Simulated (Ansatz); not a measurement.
# Ti3Mo, from a guessed structure to a relaxed one, part 2 of 2

Starting from a made-up structure for Ti3Mo, the aim is the relaxed cell, its shortest contacts and, where a second run follows, its electronic structure.

Ansatz 0.2.0; DFT, PBE, plane-wave PAW, files of the set soft_1, scalar-relativistic, no spin, cell and ions relaxed at zero pressure; PAW set soft_1 (the session's first sound run).

So far: Starting point; Relaxing cell and atoms.

## 2. Relaxing cell and atoms (continued)

Relaxation path:

| step | energy less that of the first step (eV) | largest force component (eV/Å) | pressure (GPa) | volume (Å³) |
| --- | --- | --- | --- | --- |
| 1 | 0.0000 | 0.2008 | -6.21 | 140.80 |
| 2 | 0.2915 | 0.3441 | 13.63 | 123.49 |
| 3 | -0.1433 | 0.0461 | -0.78 | 134.88 |
| 4 | -0.1459 | 0.0052 | 0.10 | 134.06 |
| 5 | -0.1460 | 0.0027 | 0.03 | 134.13 |
| 6 | -0.1461 | 0.0005 | 0.00 | 134.19 |
| 7* | -0.1443 | 0.0004 | 0.01 | 134.19 |

Relaxation steps marked * repeat the geometry before them on a plane-wave basis chosen anew for their cell, so energy and pressure can jump there. Relaxation step 2 was tried and not accepted.

Forces are held to the 24 operations that the run works with; a distortion that breaks them can't arise in this run.

| conventional cell, symmetrised | before | after | change |
| --- | --- | --- | --- |
| a (Å) | 5.812 | 5.735 | -1.3 % |
| b (Å) | 5.812 | 5.735 | -1.3 % |
| c (Å) | 4.813 | 4.711 | -2.1 % |
| volume (Å³/atom) | 17.60 | 16.77 | -4.7 % |

The atoms that moved most (Å, as changes of fractional coordinates times the final cell):

```csv
atom,dx,dy,dz,length
Ti5,-0.013,-0.008,0.000,0.016
Ti7,-0.013,0.008,0.000,0.016
Ti4,0.013,-0.008,0.000,0.016
Ti3,0.000,0.016,0.000,0.016
Ti6,0.000,-0.016,0.000,0.016
Ti8,0.013,0.008,0.000,0.016
```

Final coordinates:

```cif
data_structure
_symmetry_space_group_name_H-M 'P 1'
_symmetry_Int_Tables_number 1
_cell_length_a 5.7348
_cell_length_b 5.7348
_cell_length_c 4.7113
_cell_angle_alpha 90.000
_cell_angle_beta 90.000
_cell_angle_gamma 120.000
_cell_volume 134.19
loop_
_atom_site_label
_atom_site_type_symbol
_atom_site_fract_x
_atom_site_fract_y
_atom_site_fract_z
_atom_site_occupancy
Mo1 Mo 0.33333 0.66667 0.75000 1
Mo2 Mo 0.66667 0.33333 0.25000 1
Ti3 Ti 0.16906 0.33813 0.25000 1
Ti4 Ti 0.16906 0.83094 0.25000 1
Ti5 Ti 0.66187 0.83094 0.25000 1
Ti6 Ti 0.83094 0.66187 0.75000 1
Ti7 Ti 0.83094 0.16906 0.75000 1
Ti8 Ti 0.33813 0.16906 0.75000 1
```

This step gave:

```
free energy             : -24909.3512 eV
energy at zero smearing : -24909.2961 eV
smearing term TS        : 0.1102 eV
Fermi energy            : 15.18 eV
electrons               : 100
symmetry operations     : 24
pressure                : 0.01414 GPa
```

The shortest distance of each pair, which need not be the same contact before and after:

```csv
pair,guess (Å),relaxed (Å)
Ti–Ti,2.891,2.826
Mo–Ti,2.906,2.866
Mo–Mo,4.129,4.063
```

The relaxation ends with a largest force component of 3.7e-4 eV/Å and a pressure of 0.01 GPa.

## 3. Electronic structure of the relaxed cell

With the geometry fixed, one more self-consistent run, with a narrower smearing and the mesh shown in its input, gives the bands, and its pressure, and its forces where symmetry allows any, show how far the geometry depends on these settings.

This step: DFT, PBE, plane-wave PAW, files of the set soft_1, scalar-relativistic, no spin, bands and density of states at the relaxed cell; PAW set soft_1 (Ansatz 0.2.0).

Contents of input.yaml:

```yaml
crystal:
  lattice:
    - [5.7348398466, 0.0, 0.0]
    - [-2.8674199233, 4.9665169938, 0.0]
    - [0.0, 0.0, 4.7113466509]
  atoms:
    - { symbol: Mo, position: [0.3333333333, 0.6666666667, 0.75] }
    - { symbol: Mo, position: [0.6666666667, 0.3333333333, 0.25] }
    - { symbol: Ti, position: [0.1690627228, 0.3381254457, 0.25] }
    - { symbol: Ti, position: [0.1690627228, 0.8309372772, 0.25] }
    - { symbol: Ti, position: [0.6618745543, 0.8309372772, 0.25] }
    - { symbol: Ti, position: [0.8309372772, 0.6618745543, 0.75] }
    - { symbol: Ti, position: [0.8309372772, 0.1690627228, 0.75] }
    - { symbol: Ti, position: [0.3381254457, 0.1690627228, 0.75] }
kpoints:
  mp_grid: { grid: [6, 6, 8] }
  band_path:
    path:
      - [[0.0, 0.0, 0.0], [0.5, 0.0, 0.0], [0.33333333, 0.33333333, 0.0], [0.0, 0.0, 0.0], [0.0, 0.0, 0.5], [0.5, 0.0, 0.5], [0.33333333, 0.33333333, 0.5], [0.0, 0.0, 0.5]]
      - [[0.5, 0.0, 0.5], [0.5, 0.0, 0.0]]
      - [[0.33333333, 0.33333333, 0.0], [0.33333333, 0.33333333, 0.5]]
    npoints: 8
scf:
  occupations: { method: fermi_dirac, width: 0.03 }
  n_extra_bands: 12
hamiltonian:
  xc: pbe
  pseudopotentials: { kind: paw, azcp: { folder: soft_1 } }
output:
  forces: true
  stress: true
  write_bands: true
  dos: { projected: true }
  write_density: true
  write_potential: true
  elf: true
  volumetric_format: npy
```

On the command line:

```
$ ansatz run input.yaml --threads 4 --pin off --max-ram 10240MiB --backend cpu --events-out ev --progress --plain --runs-dir out
```

Numbers of over 12 decimals in the logs are rounded to 6 here.

Log:

```text
[...]
Crystal: 8 atoms, lattice volume = 134.189 Å³
Basis set: ecut = 420 eV, 2667 PW (Γ), exchange–correlation on 80×80×64 points (8 copies of the dense FFT grid, shifted against one another)
Bands: 62, of which v1, the nominal top of the filled ones, is band 50 counted from 1 (49 counted from 0)
Symmetry: 24 space group operations
[...]
k-points: 35 of 288
[...]
SCF iter   1: F=—  HF=-24923.240914 eV  |F-HF|=—  |Δ(HF+E_count)|=         —  Δρ=1.72e-1  dr2=1.03e2  ethr=3.10e-3  ⟨swp⟩=6.7  Hψ=7794  notcnv=0
[...]
SCF iter   9: F=-24909.309770 eV  HF=-24909.309771 eV  |F-HF|=8.91e-8  |Δ(HF+E_count)|=   2.08e-7  Δρ=5.82e-6  dr2=9.69e-8  ethr=1.00e-10  ⟨swp⟩=15.2  Hψ=15752  notcnv=0
SCF 1 converged in 9 iterations: F = -24909.309770 eV  dr2 = 9.69e-8
[...]
NSCF: frozen V_eff on 75 k-points
SCF converged after 9 iterations
Free energy (F): -24909.309770 eV
[...]
Internal energy: -24909.261859 eV  (E = F + TS)
E sigma→0 (E₀):  -24909.285815 eV
Entropy (-TS):   -0.047911 eV (-5.989 meV/atom)
Fermi energy:    15.173183 eV
[...]
--- Forces (eV/Å), atoms counted from 1 ---
  atom   1  Mo     0.00000000     0.00000000     0.00000000
  atom   2  Mo    -0.00000000     0.00000000     0.00000000
  atom   3  Ti     0.00000000    -0.02261873    -0.00000000
  atom   4  Ti    -0.01958840     0.01130937     0.00000000
  atom   5  Ti     0.01958840     0.01130937     0.00000000
  atom   6  Ti     0.00000000     0.02261873     0.00000000
  atom   7  Ti     0.01958840    -0.01130937     0.00000000
  atom   8  Ti    -0.01958840    -0.01130937    -0.00000000
  max |Σ_I F_I| component: 5.55e-17 eV/Å
--- Stress (GPa, compression-positive) ---
        0.173858      -0.000000       0.000000
        0.000000       0.173858      -0.000000
        0.000000      -0.000000      -0.245254
  P = ⅓ Tr σ = 0.0342 GPa (0.342 kbar)
--- Band table (eV; the first three rows and the last of 35) ---
  k-point 0: bands = [... 46 lower, 14.8570, 14.8570, 15.6030, 15.6030, 15.6049, 15.7025, 15.7025, 15.7077, ... 8 higher]
  k-point 1: bands = [... 46 lower, 15.3717, 15.3717, 15.5232, 15.5379, 15.5688, 15.5688, 15.8052, 15.8842, ... 8 higher]
  k-point 2: bands = [... 46 lower, 15.0056, 15.3314, 15.5327, 15.5327, 15.7166, 15.7166, 15.7413, 15.9711, ... 8 higher]
  k-point 34: bands = [... 46 lower, 14.3435, 14.3435, 14.6920, 14.6920, 14.9604, 14.9604, 14.9630, 14.9630, ... 8 higher]
```

Elapsed: 19 s, on 4 threads of AMD EPYC 7R13 (Zen 3), shared host; peak memory 0.79 GiB; 69 s of CPU time.

This step gave:

| Property | Result |
| --- | --- |
| free energy | -24909.3098 eV |
| energy at zero smearing | -24909.2858 eV |
| smearing term TS | 0.04791 eV |
| Fermi energy | 15.17 eV |
| pressure | 0.03415 GPa |

bands.tsv at the labelled points (eV, zero at the Fermi level; the bands that come nearest the Fermi level along the path):

| point | band 47 | band 48 | band 49 | band 50 | band 51 | band 52 | band 53 | band 54 |
| --- | --- | --- | --- | --- | --- | --- | --- | --- |
| Γ | -0.32 | -0.32 | 0.43 | 0.43 | 0.43 | 0.53 | 0.53 | 0.53 |
| M | -0.93 | -0.50 | -0.50 | -0.05 | 0.19 | 0.29 | 0.34 | 0.58 |
| K | -1.10 | -0.93 | -0.28 | -0.07 | -0.07 | 0.25 | 0.25 | 0.36 |
| Γ | -0.32 | -0.32 | 0.43 | 0.43 | 0.43 | 0.53 | 0.53 | 0.53 |
| A | -0.31 | -0.31 | 0.45 | 0.45 | 0.45 | 0.45 | 1.43 | 1.43 |
| L | -0.75 | -0.75 | -0.51 | -0.51 | -0.09 | -0.09 | 0.04 | 0.04 |
| H | -0.83 | -0.83 | -0.48 | -0.48 | -0.21 | -0.21 | -0.21 | -0.21 |
| A | -0.31 | -0.31 | 0.45 | 0.45 | 0.45 | 0.45 | 1.43 | 1.43 |
| L | -0.75 | -0.75 | -0.51 | -0.51 | -0.09 | -0.09 | 0.04 | 0.04 |
| M | -0.93 | -0.50 | -0.50 | -0.05 | 0.19 | 0.29 | 0.34 | 0.58 |
| K | -1.10 | -0.93 | -0.28 | -0.07 | -0.07 | 0.25 | 0.25 | 0.36 |
| H | -0.83 | -0.83 | -0.48 | -0.48 | -0.21 | -0.21 | -0.21 | -0.21 |

Counts of states for the cell as run, both spins, by energy window (eV from the Fermi level):

```csv
from,to,total
-8,-7,0.00
-7,-6,0.07
-6,-5,0.67
-5,-4,1.35
-4,-3,4.65
-3,-2,9.80
-2,-1,11.20
-1,0,8.09
0,1,14.85
```

A further 64.0 states lie below the table's range.

ELF in the ab plane at fractional z = 0.250, with atoms of Mo and Ti within 0.2 Å of it. It is the smooth field of the valence electrons, not physical close to the nuclei.

Values, 16 rows by 16 columns, each cell a mean:
```
0.23 0.17 0.44 0.64 0.66 0.39 0.13 0.23 0.21 0.18 0.49 0.67 0.62 0.34 0.13 0.27
0.15 0.50 0.70 0.70 0.74 0.42 0.12 0.17 0.17 0.52 0.72 0.70 0.72 0.38 0.14 0.21
0.31 0.69 0.65 0.65 0.68 0.26 0.18 0.16 0.35 0.70 0.63 0.67 0.63 0.24 0.19 0.17
0.45 0.73 0.71 0.68 0.42 0.22 0.32 0.20 0.49 0.73 0.71 0.68 0.36 0.23 0.34 0.17
0.39 0.63 0.59 0.36 0.23 0.49 0.42 0.20 0.40 0.63 0.60 0.34 0.25 0.48 0.45 0.19
0.16 0.19 0.15 0.19 0.43 0.56 0.38 0.15 0.14 0.20 0.17 0.24 0.45 0.54 0.43 0.20
0.19 0.16 0.16 0.20 0.25 0.25 0.21 0.18 0.17 0.20 0.23 0.29 0.32 0.32 0.29 0.24
0.31 0.19 0.15 0.26 0.32 0.19 0.12 0.24 0.31 0.25 0.26 0.37 0.41 0.32 0.22 0.27
0.22 0.19 0.46 0.65 0.66 0.38 0.13 0.25 0.26 0.30 0.54 0.66 0.66 0.49 0.24 0.27
0.17 0.53 0.71 0.69 0.74 0.43 0.16 0.24 0.28 0.58 0.68 0.60 0.71 0.52 0.24 0.24
0.36 0.71 0.64 0.66 0.69 0.26 0.24 0.25 0.45 0.69 0.47 0.53 0.67 0.39 0.26 0.20
0.46 0.72 0.72 0.67 0.37 0.25 0.37 0.30 0.54 0.70 0.65 0.67 0.47 0.32 0.37 0.19
0.33 0.56 0.52 0.30 0.24 0.50 0.44 0.30 0.48 0.65 0.62 0.43 0.34 0.48 0.45 0.17
0.14 0.19 0.16 0.21 0.42 0.55 0.41 0.26 0.28 0.34 0.29 0.29 0.44 0.54 0.40 0.16
0.19 0.19 0.19 0.23 0.27 0.29 0.28 0.25 0.23 0.23 0.24 0.27 0.29 0.27 0.24 0.21
0.35 0.23 0.14 0.19 0.26 0.19 0.16 0.27 0.32 0.23 0.16 0.23 0.24 0.16 0.14 0.27
```
Columns run along a (5.7 Å), rows up along b (5.7 Å). Atoms in or near the plane, at fractional coordinates: Mo at (0.67, 0.33), Ti at (0.17, 0.34), Ti at (0.17, 0.83), Ti at (0.66, 0.83).

Valence density in the ab plane at fractional z = 0.250, with atoms of Mo and Ti within 0.2 Å of it. It is the smooth field of the valence electrons, not physical close to the nuclei.

Ten even steps from '_' (0 e/Å³) to '@' (11 e/Å³), each cell a mean:
```
____..::::__________..::::______
__..++%%++________..**%%==______
__==@@@@--________==@@%%--______
..==##==..______..++##==________
__::::____________::::__________
________________________________
________________________________
________________________________
____..--::__________..--::..____
__..**%%++________::==++==..____
__==@@@@--______..==****--______
..==**==________..==++--..______
__....__________..::::..________
________________________________
________________________________
________________________________
```
Columns run along a (5.7 Å), rows up along b (5.7 Å). Atoms in or near the plane, at fractional coordinates: Mo at (0.67, 0.33), Ti at (0.17, 0.34), Ti at (0.17, 0.83), Ti at (0.66, 0.83).

Electrostatic potential energy in the ab plane at fractional z = 0.250, with atoms of Mo and Ti within 0.2 Å of it. With pseudopotentials it is smooth inside the atoms' cores, unlike the true potential.

Ten even steps from '0' (-48 eV) to '9' (15 eV), each cell a mean:
```
9854468998544699
8533369985333699
6333479963334799
5333699853346999
6446899864469999
8789999987899999
9999999999999999
9987679999866799
9854468997412589
8533369983000489
6333479950001699
5334699840015899
6557999852358999
8889999977799999
9999999999999999
9997789999977899
```
Columns run along a (5.7 Å; values clipped at the 3rd and 97th percentile), rows up along b (5.7 Å). Atoms in or near the plane, at fractional coordinates: Mo at (0.67, 0.33), Ti at (0.17, 0.34), Ti at (0.17, 0.83), Ti at (0.66, 0.83).

## 4. Outcome

```
space group, relaxed : P6_3/mmc
conventional cell    : a = 5.735, b = 5.735, c = 4.711 Å; α = 90.0°, β = 90.0°, γ = 120.0°
volume per atom      : 16.77 Å³ (guess 17.60)
```

**Reading.** Ti3Mo relaxes to P6_3/mmc with a = 5.735, b = 5.735 and c = 4.711 Å. The guessed volume was 5 % too large. The space group P6_3/mmc was held in the relaxation, so the end point is a stationary structure within it and may be a saddle against distortions or other arrangements. Bands cross the Fermi level, so it is a metal or semimetal at this level. On the 6×6×8 mesh with the narrower smearing (relaxed on 5×5×6) the largest force component is 0.023 eV/Å and the largest stress component is 0.245 GPa, against the relaxation's thresholds of 0.015 eV/Å and 0.05 GPa. The cutoff wasn't tested. No dispersion term is used, so weakly bound directions may come out too long. The runs have no spin, and magnetism wasn't tested. Nothing here tests whether the compound is stable against decomposition.

[Logs are printed without paths, hosts, clocks, repeated set-up lines and the standing remarks that a program may print on its own settings, such as how far it seeks lower states.]

[Hosts, paths, dates, database ids (printed as entryN), source tags and the programs' standing remarks are cut or masked in the printed files.]
